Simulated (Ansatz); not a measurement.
Two G0W0 runs on MoS2 (P6_3/mmc).

The database entry behind the starting cell differs from later determinations by our own check (about 0.3 % long), so it need not match the best structure at ambient conditions.

```yaml
crystal:
  lattice:
    - [3.16900, 0.00000, 0.00000]
    - [-1.58450, 2.74443, 0.00000]
    - [0.00000, 0.00000, 12.32400]
  atoms:
    - { symbol: Mo, position: [0.33333, 0.66667, 0.25000] }
    - { symbol: Mo, position: [0.66667, 0.33333, 0.75000] }
    - { symbol: S, position: [0.33333, 0.66667, 0.62300] }
    - { symbol: S, position: [0.66667, 0.33333, 0.12300] }
    - { symbol: S, position: [0.33333, 0.66667, 0.87700] }
    - { symbol: S, position: [0.66667, 0.33333, 0.37700] }
```

The cell and positions come from the Crystallography Open Database and are kept as given unless a step says otherwise. PAW set soft_2, made with PBE.

The first (Ansatz 0.2.0; start PBE, 6×6×2 mesh, 1264 empty bands, screening to 300 eV; 1 × NVIDIA H100 80GB HBM3 (shared by 6 runs) with 3 threads of AMD EPYC 7R13 (Zen 3), shared host) gave, on its mesh: starting gap 0.89 eV, G0W0 gap 1.27 eV, RPA ε∞ (mean) 12.00, 2.2 min.

The second gave: starting gap 0.89 eV, G0W0 gap 1.21 eV, RPA ε∞ (mean) 12.02, 19 s.

Q: What was changed in the input? Choose among start, files, mesh, bands and cutoff, frequency model or another key.

Changed: empty bands from 1264 to 86 and screening cutoff (eV) from 300 to 150. The starting gap stayed, which rules out the functional and points to the GW step. Other changes could give like numbers; this is the one that was made.

Limits: not at the basis limit; no spin-orbit coupling; coarse k mesh.

[Paths, hosts, dates, memory and timing lines, banners, echoed tables and standing remarks are left out of the program output.]

[Logs are printed without paths, hosts, clocks, repeated set-up lines and the standing remarks that a program may print on its own settings, such as how far it seeks lower states.]

[Runs of the session that timed out or met a known fault of the program may be left out.]

[Cells called generated may have been cut or substituted from an entry of the Crystallography Open Database or the Materials Project.]

[Hosts, paths, dates, database ids (printed as entryN), source tags and the programs' standing remarks are cut or masked in the printed files.]
